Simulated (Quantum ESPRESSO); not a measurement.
# AlN (F-43m): from strain to phonon shift

How far does biaxial strain in the (001) plane shift the zone-centre optical mode of AlN (F-43m)?

Calculated with Quantum ESPRESSO 7.5; DFT PBE, scalar-relativistic, plane waves, GBRV ultrasoft pseudopotentials.

### Step 1. The relaxed structure

It takes space group F-43m (No. 216, cubic). Conventional cell: a = 4.407 Å, b = 4.407 Å, c = 4.407 Å, α = 90.00°, β = 90.00°, γ = 90.00°. Al has 4 N at 1.91 Å nearest. Nearest to N lie 4 Al at 1.91 Å. Farther neighbours and most contacts between anions are not listed.

As a file:

```
CELL_PARAMETERS angstrom
-2.20329 0.00000 2.20329
0.00000 2.20329 2.20329
-2.20329 2.20329 0.00000
ATOMIC_POSITIONS crystal
Al 0.00000 0.00000 0.00000
N 0.75000 0.75000 0.75000
```

This is the cell after its relaxation at this level of theory, not the database cell from which that began.

### Step 2. Uniaxial strain

The relaxed cell is stretched along z alone. This keeps all atoms on sites fixed by symmetry and splits the threefold mode into a singlet, polarised along z, and a doublet. The macroscopic field is left out, so these are transverse modes. Cutoff 55 Ry, k mesh 8×8×8.

From the response at ε_zz = 0.01:

Output:

```text
[banners, grids, parts of the stress and lines that vanish by symmetry left out]
Program PHONON v.7.5
     Reading xml data from directory:

[...]
Exchange-correlation= PBE
                           (   1   4   3   4   0   0   0)
[...]
kinetic-energy cut-off    =      55.0000  Ry
     charge density cut-off    =     440.0000  Ry
     convergence threshold     =      1.0E-18
[...]
Exchange-correlation= PBE
                           (   1   4   3   4   0   0   0)
[...]
q = (   0.0000000   0.0000000   0.0000000 )
      9 Sym.Ops. (with q -> -q+G )
     G cutoff =  390.3063  (  22717 G-vectors)     FFT grid: ( 40, 40, 40)
     G cutoff =  195.1531  (   7959 G-vectors)  smooth grid: ( 27, 27, 27)
     number of k points=    59
[...]
Mode symmetry, D_2d (-42m) point group:
[...]
Representation #   1 mode #   1
[...]
End of self-consistent calculation
     Convergence has been achieved
     Representation #   2 mode #   2
[...]
End of self-consistent calculation
     Convergence has been achieved
     Representation #   3 modes #   3   4
[...]
End of self-consistent calculation
     Convergence has been achieved
     Representation #   4 modes #   5   6
[...]
End of self-consistent calculation
     Convergence has been achieved
[...]
q = (    0.000000000   0.000000000   0.000000000 )
[...]
freq (    1) =      -0.193744 [THz] =      -6.462620 [cm-1]
     freq (    2) =      -0.193744 [THz] =      -6.462620 [cm-1]
     freq (    3) =      -0.190858 [THz] =      -6.366348 [cm-1]
     freq (    4) =      18.732115 [THz] =     624.836099 [cm-1]
     freq (    5) =      18.732115 [THz] =     624.836099 [cm-1]
     freq (    6) =      18.855674 [THz] =     628.957594 [cm-1]
[...]
Mode symmetry, D_2d (-42m) point group:
     freq (   1-   2) =         -6.5  [cm-1]   --> E    X_5  W_3   I+R
     freq (   3-   3) =         -6.4  [cm-1]   --> B_2  X_3  W_2   I+R
     freq (   4-   5) =        624.8  [cm-1]   --> E    X_5  W_3   I+R
     freq (   6-   6) =        629.0  [cm-1]   --> B_2  X_3  W_2   I+R

   JOB DONE.
```

```
  ε_zz  singlet (cm⁻¹)  doublet (cm⁻¹)  σ_zz (GPa)  σ_xx (GPa)
 -0.01          641.84          646.44      -2.716      -1.434
-0.005          638.75          640.98      -1.302      -0.650
     0          635.59          635.59       0.106       0.106
 0.005          632.34          630.20       1.509       0.834
  0.01          628.96          624.84       2.906       1.536
```

Stress is counted positive in tension.

### Step 3. The fit

To first order ω² − ω₀² = p ε_zz + q (ε_xx + ε_yy) for the mode along z, and likewise for x and y. With ε_zz alone the singlet gives p and the doublet q.

The linear terms of parabolas through ω² are p = -2.02 ω₀² and q = -3.40 ω₀², with ω₀ = 635.6 cm⁻¹. Those of the stresses are C11 = 281 GPa and C12 = 148 GPa. Under hydrostatic strain p and q imply γ = −(p + 2q)/(6 ω₀²) = 1.47.

A layer held to an in-plane strain ε and free along z takes ε_zz = −2 (C12/C11) ε = -1.056 ε. To first order the singlet then shifts by (q − p C12/C11) ε / ω₀ = -1480 ε cm⁻¹. For ε = 0.004, ε_zz = -0.00423, the formulas for ω² predict 629.65 cm⁻¹ for the singlet and 633.26 cm⁻¹ for the doublet.

### Step 4. A biaxially strained cell

This run was no part of the fit.

Output:

```text
[banners, grids, parts of the stress and lines that vanish by symmetry left out]
[banner, memory and clock lines left out]
Program PHONON v.7.5

[...]
Exchange-correlation= PBE
                           (   1   4   3   4   0   0   0)
[...]
kinetic-energy cut-off    =      55.0000  Ry
     charge density cut-off    =     440.0000  Ry
     convergence threshold     =      1.0E-18
[...]
Exchange-correlation= PBE
                           (   1   4   3   4   0   0   0)
[...]
q = (   0.0000000   0.0000000   0.0000000 )
      9 Sym.Ops. (with q -> -q+G )
     G cutoff =  386.3404  (  22491 G-vectors)     FFT grid: ( 40, 40, 40)
     G cutoff =  193.1702  (   7911 G-vectors)  smooth grid: ( 27, 27, 27)
     number of k points=    59
[...]
Mode symmetry, D_2d (-42m) point group:
[...]
Representation #   1 mode #   1
[...]
End of self-consistent calculation
     Convergence has been achieved
     Representation #   2 mode #   2
[...]
End of self-consistent calculation
     Convergence has been achieved
     Representation #   3 modes #   3   4
[...]
End of self-consistent calculation
     Convergence has been achieved
     Representation #   4 modes #   5   6
[...]
End of self-consistent calculation
     Convergence has been achieved
[...]
q = (    0.000000000   0.000000000   0.000000000 )
[...]
freq (    1) =      -0.152835 [THz] =      -5.098026 [cm-1]
     freq (    2) =      -0.152835 [THz] =      -5.098026 [cm-1]
     freq (    3) =      -0.151701 [THz] =      -5.060189 [cm-1]
     freq (    4) =      18.877329 [THz] =     629.679903 [cm-1]
     freq (    5) =      18.983871 [THz] =     633.233782 [cm-1]
     freq (    6) =      18.983871 [THz] =     633.233782 [cm-1]
[...]
Mode symmetry, D_2d (-42m) point group:
     freq (   1-   1) =         -5.1  [cm-1]   --> B_2  X_3  W_2   I+R
     freq (   2-   3) =         -5.1  [cm-1]   --> E    X_5  W_3   I+R
     freq (   4-   4) =        629.7  [cm-1]   --> B_2  X_3  W_2   I+R
     freq (   5-   6) =        633.2  [cm-1]   --> E    X_5  W_3   I+R
```

```
   mode  predicted (cm⁻¹)  run (cm⁻¹)
singlet            629.65      629.68
doublet            633.26      633.23
```

The stress along z is 0.115 GPa and that in the plane 1.183 GPa; the unstrained cell carries 0.106 GPa.

### Step 5. Results

```
p (in units of the squared frequency)           : -2.024
q (same units)                                  : -3.397
shift of the singlet per unit of biaxial strain : -1480 cm⁻¹
C11 and C12                                     : 281 and 148 GPa
```

What this shows: To first order, one per cent of tensile biaxial strain moves the singlet of AlN (F-43m) by -14.8 cm⁻¹ and the doublet by -5.8 cm⁻¹; the formulas miss the test run by up to 0.03 cm⁻¹. In backscattering from (001) the mode polarised along z is the one seen in diamond and zinc-blende crystals; in a polar crystal it is the LO mode, whose potentials differ somewhat from these. The third potential, r, needs shear strain and a relaxation of the atoms, which was not run. These are harmonic values at zero temperature.

[Host names and launcher messages were left out of these logs when they were recorded.]

[Logs are printed without paths, hosts, clocks, repeated set-up lines and the standing remarks that a program may print on its own settings, such as how far it seeks lower states.]

[Hosts, paths, dates, database ids (printed as entryN), source tags and the programs' standing remarks are cut or masked in the printed files.]
